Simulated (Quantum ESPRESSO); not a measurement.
# WC (P-6m2): pw.x, ph.x and EPW

Wanted: λ, Tc and ρ(T) of WC (P-6m2) from Quantum ESPRESSO and EPW.

Main program and level: Quantum ESPRESSO 7.5; DFT LDA, scalar-relativistic, plane waves, PseudoDojo 0.4.1 norm-conserving pseudopotentials.

Most raw output is cut from this account.

### 1. Set-up

It takes space group P-6m2 (No. 187, hexagonal). The conventional cell has a = 2.907 Å, b = 2.907 Å, c = 2.837 Å, α = 90.00°, β = 90.00°, γ = 120.00°. W has 6 C at 2.20 Å nearest. Nearest to C lie 6 W at 2.20 Å. Farther neighbours are not listed.

### 2. Relaxation

The cell is relaxed under the functional used for all that follows.

Input file relax.in:

```
&CONTROL
  calculation   = 'vc-relax'
  prefix        = 'x'
  outdir        = './tmp'
  pseudo_dir    = './pseudo'
  tprnfor       = .true.
  tstress       = .true.
  etot_conv_thr = 1.0d-05
  forc_conv_thr = 4.0d-04
/
&SYSTEM
  ibrav       = 0
  nat         = 2
  ntyp        = 2
  ecutwfc     = 82.0
  occupations = 'smearing'
  smearing    = 'mv'
  degauss     = 0.02
/
&ELECTRONS
  conv_thr = 1.0d-11
/
&IONS
/
&CELL
  press_conv_thr = 0.4
/
ATOMIC_SPECIES
 W     183.8400  W.upf
 C      12.0110  C.upf
CELL_PARAMETERS angstrom
     2.906500000    0.000000000    0.000000000
    -1.453250000    2.517102836    0.000000000
     0.000000000    0.000000000    2.836600000
ATOMIC_POSITIONS crystal
 W      0.000000000   0.000000000   0.000000000
 C      0.666666667   0.333333333   0.500000000
K_POINTS automatic
 9 9 9 0 0 0
```

On the command line:

```console
$ OMP_NUM_THREADS=1 mpirun -n 8 pw.x -nk 8 -in relax.in > relax.out
```

It took 11 s on 8 MPI ranks of Arm Neoverse V2, shared host.

This step gave:

```
free energy     : -2230.7029 eV
pressure        : -0.03 GPa
volume per atom : 10.11 Å³/atom
```

The volume ends at 10.11 Å³ an atom, -2.6 % from the start.

### 3. Ground state

Linear response needs a tightly converged ground state.

Input file scf.in:

```
&CONTROL
  calculation = 'scf'
  prefix      = 'x'
  outdir      = './tmp'
  pseudo_dir  = './pseudo'
  tprnfor     = .true.
  tstress     = .true.
/
&SYSTEM
  ibrav       = 0
  nat         = 2
  ntyp        = 2
  ecutwfc     = 82.0
  occupations = 'smearing'
  smearing    = 'mv'
  degauss     = 0.02
/
&ELECTRONS
  conv_thr = 1.0d-12
/
ATOMIC_SPECIES
 W     183.8400  W.upf
 C      12.0110  C.upf
CELL_PARAMETERS angstrom
     2.882805600    0.000000000    0.000000000
    -1.441402800    2.496582900    0.000000000
     0.000000000    0.000000000    2.809268700
ATOMIC_POSITIONS crystal
 W      0.000000000   0.000000000   0.000000000
 C      0.666666700   0.333333300   0.500000000
K_POINTS automatic
 9 9 9 0 0 0
```

On the command line:

```console
$ OMP_NUM_THREADS=1 mpirun -n 8 pw.x -nk 8 -in scf.in > scf.out
```

Run time: 3 s. Hardware: 8 MPI ranks; 23 s of CPU time.

Numbers from this step:

```
Fermi energy : 20.85 eV
```

The Fermi level lies at 20.85 eV and the pressure is -0.03 GPa.

### 4. Phonons on the coarse mesh

ph.x gives the dynamical matrices and the changes of the potential on a coarse q mesh, which EPW interpolates.

Input file ph.in:

```
phonons
&INPUTPH
  prefix       = 'x'
  outdir       = './tmp'
  tr2_ph       = 1.0d-14
  fildyn       = 'x.dyn'
  fildvscf     = 'dvscf'
  ldisp        = .true.
  nq1          = 3
  nq2          = 3
  nq3          = 3
  alpha_mix(1) = 0.5
  amass(1)     = 183.84
  amass(2)     = 12.011
/
```

On the command line:

```console
$ OMP_NUM_THREADS=1 mpirun -n 8 ph.x -nk 8 -in ph.in > ph.out
```

The job ended after 7.3 min (8 MPI ranks; 58 min of CPU time).

This step gave:

```yaml
lowest_frequency_off_the_zone_centre: 150.8 cm⁻¹
largest_magnitude_of_the_acoustic_modes_at_the_zone_centre_before_the_sum_rule: 2.760 cm⁻¹
```

Frequencies at the irreducible wavevectors:

| q1 | q2 | q3 | star | mode 1 (cm⁻¹) | mode 2 (cm⁻¹) | mode 3 (cm⁻¹) | mode 4 (cm⁻¹) | mode 5 (cm⁻¹) | mode 6 (cm⁻¹) |
| --- | --- | --- | --- | --- | --- | --- | --- | --- | --- |
| 0 | 0 | 0 | 1 | -2.8 | -2.8 | 2.2 | 603.6 | 629.1 | 629.1 |
| 0 | 0 | 0.3333 | 2 | 157.8 | 157.8 | 258 | 570.6 | 570.6 | 748.6 |
| 0 | 0.3333 | 0 | 6 | 150.8 | 168.4 | 240.7 | 618.3 | 646.2 | 698.8 |
| 0 | 0.3333 | 0.3333 | 12 | 197 | 219.4 | 252.7 | 623 | 647.9 | 719.9 |
| 0.3333 | 0.3333 | 0 | 2 | 204 | 226.3 | 246.7 | 626.6 | 665.5 | 689.6 |
| 0.3333 | 0.3333 | 0.3333 | 4 | 223.2 | 225.9 | 241.4 | 657.6 | 667 | 684.7 |

The lowest mode off the zone centre lies at 151 cm⁻¹ and the highest of all solved modes at 749 cm⁻¹, so the solved wavevectors are stable. The acoustic modes at the centre lie within 2.8 cm⁻¹ of zero before the sum rule is imposed.

### 5. Bands for the check

Bands on a path serve later as the test of the Wannier interpolation; inside the frozen window, points that lie on the coarse mesh match by construction, and those between them test it.

Input file bands.in:

```
&CONTROL
  calculation = 'bands'
  prefix      = 'x'
  outdir      = './tmp'
  pseudo_dir  = './pseudo'
  verbosity   = 'high'
/
&SYSTEM
  ibrav       = 0
  nat         = 2
  ntyp        = 2
  ecutwfc     = 82.0
  occupations = 'smearing'
  smearing    = 'mv'
  degauss     = 0.02
  nbnd        = 42
/
&ELECTRONS
  conv_thr = 1.0d-10
/
ATOMIC_SPECIES
 W     183.8400  W.upf
 C      12.0110  C.upf
CELL_PARAMETERS angstrom
     2.882805600    0.000000000    0.000000000
    -1.441402800    2.496582900    0.000000000
     0.000000000    0.000000000    2.809268700
ATOMIC_POSITIONS crystal
 W      0.000000000   0.000000000   0.000000000
 C      0.666666700   0.333333300   0.500000000
K_POINTS crystal
52
 0.00000000 0.00000000 0.00000000 0.01923077
 0.04545455 0.00000000 0.00000000 0.01923077
 0.09090909 0.00000000 0.00000000 0.01923077
 0.13636364 0.00000000 0.00000000 0.01923077
[the list of k-points goes on]
```

On the command line:

```console
$ OMP_NUM_THREADS=1 mpirun -n 8 pw.x -nk 8 -in bands.in > bands.out
```

It took 6.2 s on 8 MPI ranks; 49 s of CPU time.

### 6. States on the coarse mesh

Wannier functions need the states on a full uniform k mesh, and the couplings need it to be a multiple of the q mesh.

Input file nscf.in:

```
&CONTROL
  calculation = 'nscf'
  prefix      = 'x'
  outdir      = './tmp'
  pseudo_dir  = './pseudo'
  verbosity   = 'high'
/
&SYSTEM
  ibrav       = 0
  nat         = 2
  ntyp        = 2
  ecutwfc     = 82.0
  occupations = 'smearing'
  smearing    = 'mv'
  degauss     = 0.02
  nbnd        = 42
/
&ELECTRONS
  conv_thr = 1.0d-11
/
ATOMIC_SPECIES
 W     183.8400  W.upf
 C      12.0110  C.upf
CELL_PARAMETERS angstrom
     2.882805600    0.000000000    0.000000000
    -1.441402800    2.496582900    0.000000000
     0.000000000    0.000000000    2.809268700
ATOMIC_POSITIONS crystal
 W      0.000000000   0.000000000   0.000000000
 C      0.666666700   0.333333300   0.500000000
K_POINTS crystal
729
 0.00000000 0.00000000 0.00000000 0.00137174
 0.00000000 0.00000000 0.11111111 0.00137174
 0.00000000 0.00000000 0.22222222 0.00137174
 0.00000000 0.00000000 0.33333333 0.00137174
[the list of k-points goes on]
```

On the command line:

```console
$ OMP_NUM_THREADS=1 mpirun -n 8 pw.x -nk 8 -in nscf.in > nscf.out
```

Wall time 74 s (8 MPI ranks); 9.9 min of CPU time.

### 7. Wannier functions and couplings

Projections W s, d and C s, p start 10 Wannier functions; states up to 2.5 eV over the Fermi level are frozen, and the projected functions are kept without the localisation step. Hamiltonian, force constants and couplings go to real space.

Input file epw1.in:

```
--
&INPUTEPW
  prefix        = 'x'
  outdir        = './tmp'
  dvscf_dir     = './save'
  elph          = .true.
  etf_mem       = 1
  nbndsub       = 10
  bands_skipped = 'exclude_bands = 1-4'
  use_ws        = .true.
  vme           = 'wannier'
  asr_typ       = 'crystal'
  nk1           = 9
  nk2           = 9
  nk3           = 9
  nq1           = 3
  nq2           = 3
  nq3           = 3
  amass(1)      = 183.84
  amass(2)      = 12.011
  epwwrite      = .true.
  epwread       = .false.
  wannierize    = .true.
  num_iter      = 0
  dis_win_max   = 60.85
  dis_froz_max  = 23.351
  proj(1)       = 'W:s;d'
  proj(2)       = 'C:s;p'
  wdata(1)      = 'dis_num_iter = 600'
  wdata(2)      = 'guiding_centres = .true.'
  wdata(3)      = 'num_print_cycles = 50'
  wdata(4)      = 'dis_mix_ratio = 0.7'
  band_plot     = .true.
  filkf         = 'path.dat'
  filqf         = 'path.dat'
  fsthick       = 100.0
  efermi_read   = .true.
  fermi_energy  = 20.8506
/
```

On the command line:

```console
$ OMP_NUM_THREADS=1 mpirun -n 8 epw.x -nk 8 -in epw1.in > epw1.out
```

Run time: 7.8 min. Hardware: 8 MPI ranks; 63 min of CPU time.

Numbers from this step:

```yaml
r_m_s_error_of_the_interpolated_bands_from_2_ev_under_to_1_ev_over_the_fermi_level: 8.2 meV
largest_error_in_that_range: 22.9 meV
lowest_interpolated_frequency_on_the_path: 0 cm⁻¹
```

The electronic bands at the labelled points (eV, zero at the Fermi level; # counts the bands kept):

| point | #2 | #3 | #4 | #5 | #6 | #7 | #8 | #9 |
| --- | --- | --- | --- | --- | --- | --- | --- | --- |
| Γ | -4.49 | -3.49 | -3.49 | 0.09 | 3.28 | 3.28 | 5.71 | 5.71 |
| 0.45 of the way | -5.44 | -3.45 | -2.30 | -2.17 | 2.86 | 3.92 | 5.02 | 5.75 |
| M | -7.14 | -3.76 | -3.72 | -0.49 | 2.36 | 4.62 | 4.98 | 6.96 |
| halfway | -6.99 | -4.02 | -3.66 | -0.22 | 1.31 | 3.25 | 4.41 | 8.33 |
| K | -6.74 | -4.65 | -3.59 | 0.57 | 0.95 | 2.04 | 3.33 | 9.37 |
| 0.54 of the way | -5.76 | -3.26 | -2.52 | -2.12 | 2.44 | 3.52 | 4.98 | 6.51 |
| Γ | -4.49 | -3.49 | -3.49 | 0.09 | 3.28 | 3.28 | 5.71 | 5.71 |
| halfway | -5.71 | -2.85 | -2.85 | 0.58 | 0.58 | 0.94 | 6.03 | 6.03 |
| A | -8.83 | -2.14 | -2.14 | -0.67 | -0.67 | 3.74 | 4.54 | 4.54 |
| 0.45 of the way | -7.38 | -3.39 | -3.04 | -1.85 | 1.03 | 4.85 | 5.02 | 6.77 |
| L | -6.63 | -4.50 | -4.21 | 0.36 | 4.53 | 5.46 | 6.89 | 9.37 |

The same for Wannier interpolation:

| point | #2 | #3 | #4 | #5 | #6 | #7 | #8 | #9 |
| --- | --- | --- | --- | --- | --- | --- | --- | --- |
| Γ | -4.49 | -3.49 | -3.49 | 0.09 | 3.29 | 3.32 | 5.80 | 5.90 |
| M | -7.13 | -3.76 | -3.70 | -0.49 | 2.36 | 4.83 | 5.26 | 7.69 |
| K | -6.74 | -4.65 | -3.59 | 0.57 | 0.95 | 2.04 | 3.92 | 9.46 |
| Γ | -4.49 | -3.49 | -3.49 | 0.09 | 3.29 | 3.32 | 5.80 | 5.90 |
| A | -8.82 | -2.14 | -2.14 | -0.66 | -0.66 | 3.87 | 5.83 | 6.01 |
| L | -6.64 | -4.51 | -4.21 | 0.38 | 4.63 | 5.62 | 8.29 | 9.90 |

The phonon branches at the labelled points (cm⁻¹):

| point | branch 1 | branch 2 | branch 3 | branch 4 | branch 5 | branch 6 |
| --- | --- | --- | --- | --- | --- | --- |
| Γ | 0 | 0 | 0 | 604 | 629 | 629 |
| 0.45 of the way | 116 | 128 | 188 | 626 | 628 | 671 |
| M | 173 | 194 | 272 | 609 | 660 | 718 |
| halfway | 196 | 198 | 263 | 617 | 662 | 704 |
| K | 204 | 226 | 247 | 627 | 666 | 690 |
| 0.54 of the way | 137 | 145 | 206 | 627 | 635 | 678 |
| Γ | 0 | 0 | 0 | 604 | 629 | 629 |
| halfway | 127 | 127 | 209 | 591 | 591 | 704 |
| A | 185 | 185 | 301 | 549 | 549 | 790 |
| 0.45 of the way | 203 | 210 | 278 | 594 | 609 | 758 |
| L | 213 | 234 | 255 | 648 | 678 | 697 |

Near the Fermi level the interpolated bands miss those of pw.x by 8 meV r.m.s. and 23 meV at most, each level matched to the nearest interpolated one; the r.m.s. value is under the 60 meV set for going on.

### 8. Coupling and Tc: fine k 16×16×14, q 8×8×7, width 0.15 eV, window 0.61 eV

The couplings are interpolated to a fine mesh near the Fermi level; their sum gives α²F and λ, and the linearised gap equation gives Tc.

Input file a2f-1.in:

```
--
&INPUTEPW
  prefix           = 'x'
  outdir           = './tmp'
  dvscf_dir        = './save'
  elph             = .true.
  etf_mem          = 1
  nbndsub          = 10
  bands_skipped    = 'exclude_bands = 1-4'
  use_ws           = .true.
  vme              = 'wannier'
  asr_typ          = 'crystal'
  nk1              = 9
  nk2              = 9
  nk3              = 9
  nq1              = 3
  nq2              = 3
  nq3              = 3
  amass(1)         = 183.84
  amass(2)         = 12.011
  epwwrite         = .false.
  epwread          = .true.
  wannierize       = .false.
  nkf1             = 16
  nkf2             = 16
  nkf3             = 14
  nqf1             = 8
  nqf2             = 8
  nqf3             = 7
  mp_mesh_k        = .true.
  ephwrite         = .true.
  eliashberg       = .true.
  liso             = .true.
  limag            = .true.
  tc_linear        = .true.
  tc_linear_solver = 'lapack'
  fsthick          = 0.61
  degaussw         = 0.15
  degaussq         = 0.5
  nqstep           = 500
  muc              = 0.13
  wscut            = 0.3
  nsiter           = 500
  nstemp           = 7
  temps            = 0.5 1.0 2.0 4.0 8.0 16.0 32.0
/
```

On the command line:

```console
$ OMP_NUM_THREADS=1 mpirun -n 8 epw.x -nk 8 -in a2f-1.in > a2f-1.out
```

The job ended after 50 s (8 MPI ranks).

The run ended with an error.

The program's message: “Error in routine estimate_tc_gap (1): initial guess for gap edge should be > 0.d0”

### 9. Resistivity: fine k 20×20×18, q 10×10×9, adaptive width, window 0.32 eV

The Boltzmann equation is solved by iteration on a fine mesh; only states within the window around the Fermi level enter.

Input file bte-1.in:

```
--
&INPUTEPW
  prefix        = 'x'
  outdir        = './tmp'
  dvscf_dir     = './save'
  elph          = .true.
  etf_mem       = 1
  nbndsub       = 10
  bands_skipped = 'exclude_bands = 1-4'
  use_ws        = .true.
  vme           = 'wannier'
  asr_typ       = 'crystal'
  nk1           = 9
  nk2           = 9
  nk3           = 9
  nq1           = 3
  nq2           = 3
  nq3           = 3
  amass(1)      = 183.84
  amass(2)      = 12.011
  epwwrite      = .false.
  epwread       = .true.
  wannierize    = .false.
  nkf1          = 20
  nkf2          = 20
  nkf3          = 18
  nqf1          = 10
  nqf2          = 10
  nqf3          = 9
  mp_mesh_k     = .true.
  scattering    = .true.
  iterative_bte = .true.
  epmatkqread   = .false.
  assume_metal  = .true.
  int_mob       = .false.
  carrier       = .false.
  ngaussw       = -99
  mob_maxiter   = 200
  broyden_beta  = 0.7
  fsthick       = 0.32
  degaussw      = 0.0
  nstemp        = 6
  temps         = 150 200 273 300 400 500
  restart       = .false.
  selecqread    = .false.
/
```

On the command line:

```console
$ OMP_NUM_THREADS=1 mpirun -n 8 epw.x -nk 8 -in bte-1.in > bte-1.out
```

Run time: 68 s. Hardware: 8 MPI ranks; 9.1 min of CPU time.

Numbers from this step:

- iterations: 20
- resistivity at 300 K: 11.80 μΩ cm

Resistivity, by row:

| T (K) | rho_xx (μΩ cm) | rho_yy | rho_zz | relaxation-time approximation, mean of the axes (μΩ cm) |
| --- | --- | --- | --- | --- |
| 150 | 7.149 | 7.149 | 7.855 | 6.863 |
| 200 | 8.832 | 8.832 | 7.587 | 7.854 |
| 273 | 11.75 | 11.75 | 8.786 | 10.11 |
| 300 | 12.96 | 12.96 | 9.479 | 11.1 |
| 400 | 17.82 | 17.82 | 12.78 | 15.25 |
| 500 | 23.12 | 23.12 | 16.91 | 19.95 |

ρ(300 K) = 11.8 μΩ cm, mean of the axes; the relaxation-time start gave 11.1. One mesh does not show convergence. The largest adaptive width printed is 0.81 eV, against a window of 0.32 eV outside which no state is counted.

### 10. Resistivity, input with a fault, fine q mesh 16×16×14, fine mesh 16×16×14

Another input is tried.

bad.in, as its differences from bte-1.in of step 9:

```diff
@@ -23,8 +23,8 @@
   wannierize    = .false.
-  nkf1          = 20
-  nkf2          = 20
-  nkf3          = 18
-  nqf1          = 10
-  nqf2          = 10
-  nqf3          = 9
+  nkf1          = 16
+  nkf2          = 16
+  nkf3          = 14
+  nqf1          = 16
+  nqf2          = 16
+  nqf3          = 14
   mp_mesh_k     = .true.
@@ -39,3 +39,3 @@
   broyden_beta  = 0.7
-  fsthick       = 0.32
+  fsthick       = 0.05
   degaussw      = 0.0
```

On the command line:

```console
$ OMP_NUM_THREADS=1 mpirun -n 8 epw.x -nk 8 -in bad.in > bad.out
```

The job ended after 24 s (8 MPI ranks).

Numbers from this step:

* iterations: 17
* resistivity at 300 K: 9.743 μΩ cm

Resistivity, by row:

| T (K) | rho_xx (μΩ cm) | rho_yy | rho_zz | relaxation-time approximation, mean of the axes (μΩ cm) |
| --- | --- | --- | --- | --- |
| 150 | 4.967 | 4.967 | 5.497 | 4.995 |
| 200 | 5.529 | 5.529 | 7.643 | 6.1 |
| 273 | 7.097 | 7.097 | 11.72 | 8.498 |
| 300 | 7.852 | 7.852 | 13.53 | 9.596 |
| 400 | 11.35 | 11.35 | 21.64 | 14.61 |
| 500 | 15.94 | 15.94 | 32.1 | 21.1 |

This input has a window narrower than the thermal spread, and its ρ(300 K) = 9.74 μΩ cm is no result.

### 11. Resistivity: fine k 26×26×22, q 13×13×11, adaptive width, window 0.32 eV

At these temperatures only states within a few k_B T of the Fermi level carry current, so the mesh must be dense; it is refined.

bte-2.in, as its differences from bad.in of step 10:

```diff
@@ -23,8 +23,8 @@
   wannierize    = .false.
-  nkf1          = 16
-  nkf2          = 16
-  nkf3          = 14
-  nqf1          = 16
-  nqf2          = 16
-  nqf3          = 14
+  nkf1          = 26
+  nkf2          = 26
+  nkf3          = 22
+  nqf1          = 13
+  nqf2          = 13
+  nqf3          = 11
   mp_mesh_k     = .true.
@@ -39,3 +39,3 @@
   broyden_beta  = 0.7
-  fsthick       = 0.05
+  fsthick       = 0.32
   degaussw      = 0.0
```

On the command line:

```console
$ OMP_NUM_THREADS=1 mpirun -n 8 epw.x -nk 8 -in bte-2.in > bte-2.out
```

It took 2.7 min on 8 MPI ranks.

Numbers from this step:

```yaml
iterations: 20
resistivity_at_300_k: 15.54 μΩ cm
```

Resistivity, by row:

| T (K) | rho_xx (μΩ cm) | rho_yy | rho_zz | relaxation-time approximation, mean of the axes (μΩ cm) |
| --- | --- | --- | --- | --- |
| 150 | 13.98 | 13.98 | 9.323 | 11.49 |
| 200 | 13.94 | 13.94 | 9.854 | 11.64 |
| 273 | 15.89 | 15.89 | 11.82 | 13.5 |
| 300 | 16.92 | 16.92 | 12.77 | 14.46 |
| 400 | 21.51 | 21.51 | 16.91 | 18.7 |
| 500 | 26.71 | 26.71 | 21.58 | 23.5 |

ρ(300 K) = 15.5 μΩ cm, mean of the axes, against 11.8 before (+32 %); the relaxation-time start gave 14.5. The largest adaptive width printed is 0.61 eV, against a window of 0.32 eV outside which no state is counted.

### 12. Coupling and Tc: fine k 26×26×22, q 13×13×11, width 0.1 eV, window 0.41 eV

Input file a2f-2.in:

```
--
&INPUTEPW
  prefix           = 'x'
  outdir           = './tmp'
  dvscf_dir        = './save'
  elph             = .true.
  etf_mem          = 1
  nbndsub          = 10
  bands_skipped    = 'exclude_bands = 1-4'
  use_ws           = .true.
  vme              = 'wannier'
  asr_typ          = 'crystal'
  nk1              = 9
  nk2              = 9
  nk3              = 9
  nq1              = 3
  nq2              = 3
  nq3              = 3
  amass(1)         = 183.84
  amass(2)         = 12.011
  epwwrite         = .false.
  epwread          = .true.
  wannierize       = .false.
  nkf1             = 26
  nkf2             = 26
  nkf3             = 22
  nqf1             = 13
  nqf2             = 13
  nqf3             = 11
  mp_mesh_k        = .true.
  ephwrite         = .true.
  eliashberg       = .true.
  liso             = .true.
  limag            = .true.
  tc_linear        = .true.
  tc_linear_solver = 'lapack'
  fsthick          = 0.41
  degaussw         = 0.1
  degaussq         = 0.5
  nqstep           = 500
  muc              = 0.13
  wscut            = 0.3
  nsiter           = 500
  nstemp           = 7
  temps            = 0.5 1.0 2.0 4.0 8.0 16.0 32.0
/
```

On the command line:

```console
$ OMP_NUM_THREADS=1 mpirun -n 8 epw.x -nk 8 -in a2f-2.in > a2f-2.out
```

Wall time 4.5 min (8 MPI ranks).

The run ended with an error.

The program's message: “Error in routine estimate_tc_gap (1): initial guess for gap edge should be > 0.d0”

### 13. Resistivity: fine k 32×32×28, q 16×16×14, adaptive width, window 0.32 eV

Input file bte-3.in:

```
--
&INPUTEPW
  prefix        = 'x'
  outdir        = './tmp'
  dvscf_dir     = './save'
  elph          = .true.
  etf_mem       = 1
  nbndsub       = 10
  bands_skipped = 'exclude_bands = 1-4'
  use_ws        = .true.
  vme           = 'wannier'
  asr_typ       = 'crystal'
  nk1           = 9
  nk2           = 9
  nk3           = 9
  nq1           = 3
  nq2           = 3
  nq3           = 3
  amass(1)      = 183.84
  amass(2)      = 12.011
  epwwrite      = .false.
  epwread       = .true.
  wannierize    = .false.
  nkf1          = 32
  nkf2          = 32
  nkf3          = 28
  nqf1          = 16
  nqf2          = 16
  nqf3          = 14
  mp_mesh_k     = .true.
  scattering    = .true.
  iterative_bte = .true.
  epmatkqread   = .false.
  assume_metal  = .true.
  int_mob       = .false.
  carrier       = .false.
  ngaussw       = -99
  mob_maxiter   = 200
  broyden_beta  = 0.7
  fsthick       = 0.32
  degaussw      = 0.0
  nstemp        = 6
  temps         = 150 200 273 300 400 500
  restart       = .false.
  selecqread    = .false.
/
```

On the command line:

```console
$ OMP_NUM_THREADS=1 mpirun -n 8 epw.x -nk 8 -in bte-3.in > bte-3.out
```

It took 6.8 min on 8 MPI ranks; 54 min of CPU time.

Numbers from this step:

```
iterations           : 16
resistivity at 300 K : 18.22 μΩ cm
```

(Part 1 of 2 ends here.)

[The logs of pw.x and epw.x are selected lines.]

[Logs are printed without paths, hosts, clocks, repeated set-up lines and the standing remarks that a program may print on its own settings, such as how far it seeks lower states.]

[Hosts, paths, dates, database ids (printed as entryN), source tags and the programs' standing remarks are cut or masked in the printed files.]
